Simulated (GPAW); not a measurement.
# CrClO (Pmmn): the O K absorption edge

What does one-electron theory with a core hole give for the O K edge of CrClO (Pmmn)?

Program: GPAW 26.7.0. Level of theory: X-ray absorption from dipole matrix elements to empty bands, plane-wave PAW LDA+U. Results are calculated unless marked as measured.

This is a report of a sequence of runs, with most program output left out.

### 1. The structure

Symmetry: Pmmn, No. 59, orthorhombic system. The conventional cell has a = 3.190 Å, b = 3.867 Å, c = 7.952 Å, α = 90.00°, β = 90.00°, γ = 90.00°. Nearest to Cr lie 4 O at 1.98 to 2.03 Å and 2 Cl at 2.32 Å. Cl has 2 Cr at 2.32 Å nearest. O has 4 Cr at 1.98 to 2.03 Å nearest. Farther neighbours and most contacts between anions are not listed.

Structure file:

```cif
data_structure
_symmetry_space_group_name_H-M 'P 1'
_symmetry_Int_Tables_number 1
_cell_length_a 3.1901
_cell_length_b 3.8666
_cell_length_c 7.9525
_cell_angle_alpha 90.000
_cell_angle_beta 90.000
_cell_angle_gamma 90.000
_cell_volume 98.09
loop_
_atom_site_label
_atom_site_type_symbol
_atom_site_fract_x
_atom_site_fract_y
_atom_site_fract_z
_atom_site_occupancy
Cr1 Cr 0.50000 0.50000 0.89396 1
Cr2 Cr 0.00000 0.00000 0.10604 1
Cl3 Cl 0.50000 0.00000 0.31858 1
Cl4 Cl 0.00000 0.50000 0.68142 1
O5 O 0.00000 0.50000 0.05218 1
O6 O 0.50000 0.00000 0.94782 1
```

### 2. The field without a hole

A plain self-consistent run shows whether there is a gap and which moments survive; both decide the set-up of the core-hole run.

The input, scf.py:

```python
import numpy as np
from ase import Atoms
from ase.parallel import parprint, paropen
from gpaw import GPAW, PW, FermiDirac, Mixer, MixerDif, setup_paths
from gpaw.test import gen
setup_paths.insert(0, '.')
gen('O', name='nch1s', xcname='LDA', corehole=(1, 0, 0), write_xml=True)
from gpaw.mpi import world
world.barrier()

atoms = Atoms('Cr2Cl2O2',
    cell=[[3.19007562, 0, 0],
     [0, 3.86656054, 0],
     [0, 0, 7.95246044]],
    scaled_positions=[[0.5, 0.5, 0.89395968],
     [0, 0, 0.10604032],
     [0.5, 0, 0.31857806],
     [0, 0.5, 0.68142194],
     [0, 0.5, 0.0521821],
     [0.5, 0, 0.9478179]],
    magmoms=[3.0, -3.0, 0.0, 0.0, 0.0, 0.0],
    pbc=True)
atoms.calc = calc = GPAW(legacy_gpaw=True, mode=PW(500, force_complex_dtype=True), xc='LDA', setups={'Cr': ':d,3.7', 4: 'nch1s'},
    kpts={'size': (6, 5, 3), 'gamma': True}, occupations=FermiDirac(0.05),
    charge=0, mixer=MixerDif(0.05, 8, 50), maxiter=150,
    convergence={'density': 0.0001, 'eigenstates': 1e-6}, txt='scf.txt')
energy = atoms.get_potential_energy() + calc.get_reference_energy()
ef = calc.get_fermi_level()
out = dict(energy=energy, fermi=ef, forces=atoms.get_forces().tolist(), magmoms=atoms.get_magnetic_moments().tolist())
parprint(f'all-electron energy {energy:.4f} eV, Fermi level {ef:.4f} eV')
ev = np.array([[calc.get_eigenvalues(k, s) for k in range(len(calc.get_ibz_k_points()))] for s in range(calc.get_number_of_spins())])
out['homo'], out['lumo'], out['counts'] = ev[ev < ef].max(), ev[ev > ef].min(), sorted(set((ev < ef).sum((0, 2)).tolist()))
out['filled'] = (ev[:, 0] < ef).sum(1).tolist()
import json
with paropen('out.json', 'w') as f:
    json.dump(out, f)
```

Run with:

```
> OMP_NUM_THREADS=1 mpirun -n 4 gpaw python scf.py
```

It took 27 s on 4 MPI ranks of Intel Xeon Platinum 8488C (Sapphire Rapids), shared host; peak memory 0.26 GiB.

The mesh shows a gap of 2.80 eV, so the hole is first treated in a charged cell, without the excited electron.

Site moments (μB): 2.86, -2.86, 0.02, -0.02, -0.01, 0.01.

### 3. Spectrum without a core hole, O atom 5

This cheap baseline ignores the attraction of the hole: it shows the absorber's empty states as they are in the ground state. The data set with a hole of occupation 0 only carries the core orbital.

The absorber has 2 Cr at 1.98 Å and 2 Cr at 2.03 Å (4-fold, site symmetry mm2).

The input, xas.py:

```python
import numpy as np
from ase import Atoms
from ase.parallel import parprint, paropen
from gpaw import GPAW, PW, FermiDirac, Mixer, MixerDif, setup_paths
from gpaw.test import gen
setup_paths.insert(0, '.')
gen('O', name='nch1s', xcname='LDA', corehole=(1, 0, 0), write_xml=True)
from gpaw.mpi import world
world.barrier()

atoms = Atoms('Cr2Cl2O2',
    cell=[[3.19007562, 0, 0],
     [0, 3.86656054, 0],
     [0, 0, 7.95246044]],
    scaled_positions=[[0.5, 0.5, 0.89395968],
     [0, 0, 0.10604032],
     [0.5, 0, 0.31857806],
     [0, 0.5, 0.68142194],
     [0, 0.5, 0.0521821],
     [0.5, 0, 0.9478179]],
    magmoms=[3.0, -3.0, 0.0, 0.0, 0.0, 0.0],
    pbc=True)
atoms.calc = calc = GPAW(legacy_gpaw=True, mode=PW(500, force_complex_dtype=True), xc='LDA', setups={'Cr': ':d,3.7', 4: 'nch1s'},
    kpts={'size': (6, 5, 3), 'gamma': True}, occupations=FermiDirac(0.02),
    charge=0, mixer=MixerDif(0.05, 8, 50), maxiter=150,
    convergence={'density': 0.0001, 'eigenstates': 1e-6}, txt='scf.txt')
energy = atoms.get_potential_energy() + calc.get_reference_energy()
ef = calc.get_fermi_level()
out = dict(energy=energy, fermi=ef, forces=atoms.get_forces().tolist(), magmoms=atoms.get_magnetic_moments().tolist())
parprint(f'all-electron energy {energy:.4f} eV, Fermi level {ef:.4f} eV')
ev = np.array([[calc.get_eigenvalues(k, s) for k in range(len(calc.get_ibz_k_points()))] for s in range(calc.get_number_of_spins())])
out['homo'], out['lumo'], out['counts'] = ev[ev < ef].max(), ev[ev > ef].min(), sorted(set((ev < ef).sum((0, 2)).tolist()))
out['filled'] = (ev[:, 0] < ef).sum(1).tolist()

from ase.units import Ha
from gpaw.xas import dipole_matrix_elements
nb = int(calc.get_number_of_electrons() / 2) + 71
top, nb = nb, nb + 8 + nb // 12
nscf = calc.fixed_density(kpts={'size': (5, 4, 2), 'gamma': True}, nbands=nb,
    convergence={'bands': top, 'eigenstates': 5e-3}, maxiter=60, txt='nscf.txt')
cell = atoms.cell.array
ops = [cell.T @ U.T @ np.linalg.inv(cell.T) for U in nscf.wfs.kd.symmetry.op_scc]
filled = [19, 19]  # bands filled in the ground state, by spin
E = np.arange(-25, 34, 0.1)
fwhm = np.interp(E, [4, 25], [0.9, 3.5])
Y, X, zero, highest = 0, 0, 1e9, 1e9
for spin in range(nscf.get_number_of_spins()):
    wfs = nscf.wfs
    mine = wfs.bd.get_slice()  # this rank's bands
    A = dipole_matrix_elements(wfs.setups[4])
    eps = np.zeros((wfs.kd.nibzkpts, nb))
    d = np.zeros((3, A.shape[1], wfs.kd.nibzkpts, nb), complex)
    for kpt in wfs.kpt_u:
        if kpt.s == spin and 4 in kpt.P_ani:
            eps[kpt.k, mine] = kpt.eps_n * Ha
            d[:, :, kpt.k, mine] = (kpt.weight * wfs.nspins / 2) ** 0.5 * np.inner(A, kpt.P_ani[4])
    world.sum(eps)
    world.sum(d)
    T = np.einsum('amkn,bmkn->abkn', d, d.conj()).real
    T = sum(np.einsum('ai,ijkn,bj->abkn', R, T, R) for R in ops) / len(ops)
    empty = np.ones_like(eps, bool) & (np.arange(nb) >= filled[spin])
    zero, highest = min(zero, eps[empty].min()), min(highest, eps[:, top - 1].min())
    lines = [(eps, T, empty)] if spin == 0 else lines + [(eps, T, empty)]
for eps, T, empty in lines:
    f = np.einsum('aakn->akn', T).reshape(3, -1)
    x = eps.ravel() - zero
    w = np.interp(x, E, fwhm) / 2.35482
    g = np.exp(-0.5 * ((E[:, None] - x) / w) ** 2) / (w * (2 * np.pi) ** 0.5)
    Y = Y + (f * empty.ravel()) @ g.T
    X = X + (f * ~empty.ravel()) @ g.T
out.update(E=E.round(2).tolist(), xas=Y.tolist(), xes=X.tolist(), zero=zero, valid=highest - zero, nk=len(eps), nb=nb)
for i in range(0, len(E), 10):
    parprint(f'{E[i]:7.2f}', *(f'{v:10.3e}' for v in Y[:, i]))
import json
with paropen('out.json', 'w') as f:
    json.dump(out, f)
```

Run with:

```
> OMP_NUM_THREADS=1 mpirun -n 4 gpaw python xas.py
```

Run time: 53 s. Hardware: 4 MPI ranks; peak memory 0.36 GiB.

The O K spectrum, O atom 5, no core hole (energy from the lowest empty level; intensity scaled to a mean of 1 over the first 20 eV; polarised curves are means over the symmetry-equivalent atoms):

```csv
E (eV),isotropic,ε ∥ x,ε ∥ y,ε ∥ z
-2.0,0.00,0.00,0.00,0.00
-1.5,0.00,0.00,0.00,0.00
-1.0,0.01,0.01,0.00,0.02
-0.5,0.16,0.12,0.02,0.33
0.0,0.72,0.69,0.20,1.27
0.5,1.31,1.55,1.06,1.31
1.0,1.55,1.65,2.03,0.97
1.5,1.44,1.20,1.93,1.19
2.0,1.64,1.70,1.38,1.86
2.5,1.77,2.45,0.79,2.06
3.0,1.44,1.74,1.19,1.39
3.5,1.07,1.03,1.41,0.78
4.0,0.34,0.35,0.45,0.21
4.5,0.17,0.15,0.19,0.17
5.0,0.29,0.25,0.28,0.34
5.5,0.52,0.53,0.42,0.61
6.0,0.76,0.71,0.73,0.86
6.5,0.91,0.71,1.05,0.98
7.0,0.93,0.71,1.15,0.94
7.5,0.91,0.81,1.07,0.84
8.0,0.98,1.04,1.05,0.87
8.5,1.19,1.25,1.21,1.13
9.0,1.39,1.26,1.37,1.53
9.5,1.49,1.19,1.42,1.87
10.0,1.47,1.10,1.37,1.95
10.5,1.32,1.01,1.28,1.66
11.0,1.13,1.00,1.20,1.19
11.5,1.02,1.15,1.11,0.80
12.0,1.02,1.41,1.05,0.59
12.5,1.08,1.68,1.05,0.50
13.0,1.12,1.79,1.11,0.46
13.5,1.09,1.63,1.18,0.45
14.0,0.98,1.29,1.20,0.46
14.5,0.86,0.92,1.19,0.48
15.0,0.78,0.65,1.17,0.51
15.5,0.75,0.51,1.17,0.56
16.0,0.75,0.47,1.17,0.61
16.5,0.78,0.49,1.18,0.66
17.0,0.81,0.53,1.18,0.70
17.5,0.82,0.57,1.14,0.75
18.0,0.83,0.60,1.07,0.82
18.5,0.83,0.63,0.98,0.88
19.0,0.82,0.65,0.86,0.94
19.5,0.79,0.67,0.74,0.97
20.0,0.76,0.67,0.63,0.98
20.5,0.72,0.67,0.54,0.96
21.0,0.68,0.65,0.47,0.91
21.5,0.63,0.63,0.42,0.85
22.0,0.59,0.60,0.39,0.78
22.5,0.55,0.58,0.36,0.72
23.0,0.52,0.56,0.34,0.67
23.5,0.50,0.55,0.33,0.63
24.0,0.49,0.55,0.32,0.61
24.5,0.49,0.54,0.32,0.60
25.0,0.48,0.53,0.31,0.60
25.5,0.48,0.52,0.31,0.61
26.0,0.47,0.49,0.31,0.62
26.5,0.47,0.47,0.32,0.62
27.0,0.47,0.46,0.33,0.61
27.5,0.46,0.46,0.35,0.59
28.0,0.47,0.47,0.37,0.56
28.5,0.48,0.50,0.40,0.53
29.0,0.49,0.56,0.42,0.50
29.5,0.52,0.63,0.45,0.48
30.0,0.55,0.70,0.47,0.47
30.5,0.58,0.77,0.49,0.47
31.0,0.61,0.83,0.52,0.49
31.5,0.65,0.86,0.55,0.52
```

Main maxima below 24 eV (height): 1.0 eV (1.55), 2.3 eV (1.80), 9.7 eV (1.50), 13.1 eV (1.12) and 18.2 eV (0.83). A K edge sees empty p states; the first features are O p mixed into the empty d states of the Cr neighbours, and the broad ones above probably into the cations' higher empty bands.

The same matrix elements for filled bands give the O K emission of O atom 5 (ground-state approximation; energy from the lowest empty level, largest value 1):

```csv
E (eV),emission
-24.00,0.00
-23.25,0.00
-22.50,0.00
-21.75,0.00
-21.00,0.00
-20.25,0.00
-19.50,0.00
-18.75,0.00
-18.00,0.00
-17.25,0.00
-16.50,0.00
-15.75,0.00
-15.00,0.00
-14.25,0.00
-13.50,0.00
-12.75,0.00
-12.00,0.00
-11.25,0.00
-10.50,0.00
-9.75,0.00
-9.00,0.12
-8.25,0.54
-7.50,0.62
-6.75,0.75
-6.00,0.72
-5.25,0.80
-4.50,0.96
-3.75,0.77
-3.00,0.24
-2.25,0.02
-1.50,0.00
-0.75,0.00
0.00,0.00
0.75,0.00
1.50,0.00
2.25,0.00
3.00,0.00
```

Emission maxima: -4.2 eV (1.00).

### 4. Reference energy of the supercell

The photon energy needs a difference of total energies, so the cell and mesh of the coming hole run are first run without a hole.

scf.py: that of step 2 with these lines changed.

```diff
@@ -10,16 +10,22 @@
 
-atoms = Atoms('Cr2Cl2O2',
-    cell=[[3.19007562, 0, 0],
-     [0, 3.86656054, 0],
-     [0, 0, 7.95246044]],
-    scaled_positions=[[0.5, 0.5, 0.89395968],
-     [0, 0, 0.10604032],
-     [0.5, 0, 0.31857806],
-     [0, 0.5, 0.68142194],
-     [0, 0.5, 0.0521821],
-     [0.5, 0, 0.9478179]],
-    magmoms=[3.0, -3.0, 0.0, 0.0, 0.0, 0.0],
+atoms = Atoms('Cr4Cl4O4',
+    cell=[[-3.19007562, 3.86656054, 0],
+     [-3.19007562, -3.86656054, 0],
+     [3.19007562, 0, 7.95246044]],
+    scaled_positions=[[0.44697984, 0.94697984, 0.89395968],
+     [0.94697984, 0.44697984, 0.89395968],
+     [0.05302016, 0.05302016, 0.10604032],
+     [0.55302016, 0.55302016, 0.10604032],
+     [0.90928903, 0.90928903, 0.31857806],
+     [0.40928903, 0.40928903, 0.31857806],
+     [0.59071097, 0.09071097, 0.68142194],
+     [0.09071097, 0.59071097, 0.68142194],
+     [0.27609105, 0.77609105, 0.0521821],
+     [0.77609105, 0.27609105, 0.0521821],
+     [0.22390895, 0.22390895, 0.9478179],
+     [0.72390895, 0.72390895, 0.9478179]],
+    magmoms=[3.0, 3.0, -3.0, -3.0, 0.0, 0.0, 0.0, 0.0, 0.0, 0.0, 0.0, 0.0],
     pbc=True)
-atoms.calc = calc = GPAW(legacy_gpaw=True, mode=PW(500, force_complex_dtype=True), xc='LDA', setups={'Cr': ':d,3.7', 4: 'nch1s'},
-    kpts={'size': (6, 5, 3), 'gamma': True}, occupations=FermiDirac(0.05),
+atoms.calc = calc = GPAW(legacy_gpaw=True, mode=PW(500, force_complex_dtype=True), xc='LDA', setups={'Cr': ':d,3.7', 8: 'nch1s'},
+    kpts={'size': (3, 3, 3), 'gamma': True}, occupations=FermiDirac(0.02),
     charge=0, mixer=MixerDif(0.05, 8, 50), maxiter=150,
```

Run with:

```
> OMP_NUM_THREADS=1 mpirun -n 4 gpaw python scf.py
```

Wall time 1.8 min (4 MPI ranks); peak memory 0.42 GiB; 7.3 min of CPU time.

Reference energy: -172381.613 eV with the cores included.

### 5. Spectrum with FCH, O atom 5

The holes are 5.0 Å apart. In GPAW the data set carries the hole's charge, so charge=0 means a charged cell and charge=-1 a neutral one. The excited electron is left out and a uniform background balances the charge. After the field has converged, empty bands are computed with the density fixed and the dipole matrix elements are summed.

xas.py: that of step 3 with these lines changed.

```diff
@@ -6,3 +6,3 @@
 setup_paths.insert(0, '.')
-gen('O', name='nch1s', xcname='LDA', corehole=(1, 0, 0), write_xml=True)
+gen('O', name='fch1s', xcname='LDA', corehole=(1, 0, 1), write_xml=True)
 from gpaw.mpi import world
@@ -10,16 +10,22 @@
 
-atoms = Atoms('Cr2Cl2O2',
-    cell=[[3.19007562, 0, 0],
-     [0, 3.86656054, 0],
-     [0, 0, 7.95246044]],
-    scaled_positions=[[0.5, 0.5, 0.89395968],
-     [0, 0, 0.10604032],
-     [0.5, 0, 0.31857806],
-     [0, 0.5, 0.68142194],
-     [0, 0.5, 0.0521821],
-     [0.5, 0, 0.9478179]],
-    magmoms=[3.0, -3.0, 0.0, 0.0, 0.0, 0.0],
+atoms = Atoms('Cr4Cl4O4',
+    cell=[[-3.19007562, 3.86656054, 0],
+     [-3.19007562, -3.86656054, 0],
+     [3.19007562, 0, 7.95246044]],
+    scaled_positions=[[0.44697984, 0.94697984, 0.89395968],
+     [0.94697984, 0.44697984, 0.89395968],
+     [0.05302016, 0.05302016, 0.10604032],
+     [0.55302016, 0.55302016, 0.10604032],
+     [0.90928903, 0.90928903, 0.31857806],
+     [0.40928903, 0.40928903, 0.31857806],
+     [0.59071097, 0.09071097, 0.68142194],
+     [0.09071097, 0.59071097, 0.68142194],
+     [0.27609105, 0.77609105, 0.0521821],
+     [0.77609105, 0.27609105, 0.0521821],
+     [0.22390895, 0.22390895, 0.9478179],
+     [0.72390895, 0.72390895, 0.9478179]],
+    magmoms=[3.0, 3.0, -3.0, -3.0, 0.0, 0.0, 0.0, 0.0, 0.0, 0.0, 0.0, 0.0],
     pbc=True)
-atoms.calc = calc = GPAW(legacy_gpaw=True, mode=PW(500, force_complex_dtype=True), xc='LDA', setups={'Cr': ':d,3.7', 4: 'nch1s'},
-    kpts={'size': (6, 5, 3), 'gamma': True}, occupations=FermiDirac(0.02),
+atoms.calc = calc = GPAW(legacy_gpaw=True, mode=PW(500, force_complex_dtype=True), xc='LDA', setups={'Cr': ':d,3.7', 8: 'fch1s'},
+    kpts={'size': (3, 3, 3), 'gamma': True}, occupations=FermiDirac(0.02),
     charge=0, mixer=MixerDif(0.05, 8, 50), maxiter=150,
@@ -36,5 +42,5 @@
 from gpaw.xas import dipole_matrix_elements
-nb = int(calc.get_number_of_electrons() / 2) + 71
+nb = int(calc.get_number_of_electrons() / 2) + 139
 top, nb = nb, nb + 8 + nb // 12
-nscf = calc.fixed_density(kpts={'size': (5, 4, 2), 'gamma': True}, nbands=nb,
+nscf = calc.fixed_density(kpts={'size': (3, 3, 3), 'gamma': True}, nbands=nb,
     convergence={'bands': top, 'eigenstates': 5e-3}, maxiter=60, txt='nscf.txt')
@@ -42,4 +48,4 @@
 ops = [cell.T @ U.T @ np.linalg.inv(cell.T) for U in nscf.wfs.kd.symmetry.op_scc]
-filled = [19, 19]  # bands filled in the ground state, by spin
-E = np.arange(-25, 34, 0.1)
+filled = [38, 38]  # bands filled in the ground state, by spin
+E = np.arange(-6, 34, 0.1)
 fwhm = np.interp(E, [4, 25], [0.9, 3.5])
@@ -49,3 +55,3 @@
     mine = wfs.bd.get_slice()  # this rank's bands
-    A = dipole_matrix_elements(wfs.setups[4])
+    A = dipole_matrix_elements(wfs.setups[8])
     eps = np.zeros((wfs.kd.nibzkpts, nb))
@@ -53,5 +59,5 @@
     for kpt in wfs.kpt_u:
-        if kpt.s == spin and 4 in kpt.P_ani:
+        if kpt.s == spin and 8 in kpt.P_ani:
             eps[kpt.k, mine] = kpt.eps_n * Ha
-            d[:, :, kpt.k, mine] = (kpt.weight * wfs.nspins / 2) ** 0.5 * np.inner(A, kpt.P_ani[4])
+            d[:, :, kpt.k, mine] = (kpt.weight * wfs.nspins / 2) ** 0.5 * np.inner(A, kpt.P_ani[8])
     world.sum(eps)
```

Run with:

```
> OMP_NUM_THREADS=1 mpirun -n 4 gpaw python xas.py
```

Elapsed: 3.6 min, on 4 MPI ranks; peak memory 0.63 GiB.

The O K spectrum, O atom 5, full core hole (charged cell) (energy from the lowest empty level; intensity scaled to a mean of 1 over the first 20 eV; polarised curves are means over the symmetry-equivalent atoms):

```csv
E (eV),isotropic,ε ∥ x,ε ∥ y,ε ∥ z
-2.0,0.00,0.00,0.00,0.00
-1.5,0.00,0.00,0.00,0.00
-1.0,0.01,0.00,0.00,0.01
-0.5,0.16,0.12,0.11,0.25
0.0,0.94,0.99,0.78,1.04
0.5,1.48,1.88,1.48,1.07
1.0,1.19,1.25,1.66,0.65
1.5,1.03,0.91,1.06,1.10
2.0,1.28,1.46,0.68,1.69
2.5,1.56,2.26,0.83,1.58
3.0,1.30,1.26,1.56,1.07
3.5,0.85,0.58,1.47,0.50
4.0,0.25,0.24,0.39,0.12
4.5,0.11,0.12,0.12,0.08
5.0,0.22,0.24,0.24,0.19
5.5,0.47,0.45,0.51,0.45
6.0,0.83,0.76,0.85,0.87
6.5,1.18,1.01,1.25,1.27
7.0,1.34,1.12,1.59,1.30
7.5,1.36,1.21,1.72,1.16
8.0,1.39,1.33,1.66,1.19
8.5,1.50,1.47,1.60,1.43
9.0,1.63,1.52,1.58,1.78
9.5,1.64,1.42,1.55,1.95
10.0,1.50,1.25,1.48,1.78
10.5,1.31,1.15,1.40,1.38
11.0,1.15,1.16,1.30,0.99
11.5,1.06,1.28,1.19,0.70
12.0,1.05,1.51,1.12,0.51
12.5,1.08,1.68,1.12,0.42
13.0,1.06,1.64,1.16,0.39
13.5,0.97,1.34,1.18,0.39
14.0,0.83,0.95,1.14,0.41
14.5,0.72,0.63,1.10,0.43
15.0,0.67,0.44,1.09,0.49
15.5,0.68,0.36,1.10,0.58
16.0,0.71,0.37,1.08,0.69
16.5,0.75,0.41,1.03,0.79
17.0,0.77,0.48,0.98,0.86
17.5,0.80,0.55,0.94,0.91
18.0,0.82,0.62,0.89,0.94
18.5,0.83,0.68,0.83,0.99
19.0,0.83,0.71,0.74,1.05
19.5,0.82,0.73,0.65,1.10
20.0,0.80,0.73,0.55,1.12
20.5,0.76,0.73,0.47,1.10
21.0,0.72,0.72,0.40,1.03
21.5,0.66,0.70,0.36,0.93
22.0,0.61,0.67,0.33,0.83
22.5,0.56,0.63,0.32,0.73
23.0,0.53,0.60,0.32,0.66
23.5,0.52,0.59,0.34,0.62
24.0,0.52,0.58,0.36,0.60
24.5,0.53,0.59,0.38,0.61
25.0,0.54,0.60,0.39,0.62
25.5,0.55,0.61,0.40,0.64
26.0,0.56,0.62,0.41,0.66
26.5,0.57,0.62,0.42,0.68
27.0,0.58,0.62,0.43,0.69
27.5,0.59,0.62,0.45,0.69
28.0,0.59,0.63,0.46,0.68
28.5,0.60,0.66,0.49,0.66
29.0,0.62,0.71,0.52,0.64
29.5,0.65,0.78,0.57,0.61
30.0,0.70,0.87,0.63,0.60
30.5,0.75,0.97,0.69,0.59
31.0,0.81,1.06,0.77,0.60
31.5,0.86,1.13,0.84,0.62
```

Main maxima below 24 eV (height): 0.5 eV (1.48), 2.5 eV (1.56), 9.3 eV (1.66), 12.7 eV (1.08) and 18.9 eV (0.83). 

The hole costs E(hole) − E(ground) = 521.09 eV, and the lowest empty level of the hole cell on the spectrum's mesh lies at 4.75 eV, which puts the zero at 525.84 eV.

### 6. Spectrum with XCH, O atom 5

The holes are 5.0 Å apart. In GPAW the data set carries the hole's charge, so charge=0 means a charged cell and charge=-1 a neutral one. The excited electron is kept in the cell, where it fills the lowest empty states and screens the hole. After the field has converged, empty bands are computed with the density fixed and the dipole matrix elements are summed.

Changed against the first core-hole run: core hole to XCH, with the smearing that suits a partly filled band.

xas.py: that of step 5 with these lines changed.

```diff
@@ -29,4 +29,4 @@
 atoms.calc = calc = GPAW(legacy_gpaw=True, mode=PW(500, force_complex_dtype=True), xc='LDA', setups={'Cr': ':d,3.7', 8: 'fch1s'},
-    kpts={'size': (3, 3, 3), 'gamma': True}, occupations=FermiDirac(0.02),
-    charge=0, mixer=MixerDif(0.05, 8, 50), maxiter=150,
+    kpts={'size': (3, 3, 3), 'gamma': True}, occupations=FermiDirac(0.04),
+    charge=-1, mixer=MixerDif(0.05, 8, 50), maxiter=150,
     convergence={'density': 0.0001, 'eigenstates': 1e-6}, txt='scf.txt')
```

Run time: 7.7 min. Hardware: 4 MPI ranks; peak memory 0.29 GiB.

The iterations didn't settle within their limit, so this step gives no result.

(Continued in part 2 of 2.)

[Logs are printed without paths, hosts, clocks, repeated set-up lines and the standing remarks that a program may print on its own settings, such as how far it seeks lower states.]

[Hosts, paths, dates, database ids (printed as entryN), source tags and the programs' standing remarks are cut or masked in the printed files.]

[Lists of maxima count a maximum above −3 eV only where it reaches 4 % of the highest in the window and stands out from its surroundings by 2 % of it (1.5 % where it reaches 55 %); shoulders and weaker maxima are passed over, and of the rest the first, up to two pre-edge ones and the few strongest are named.]
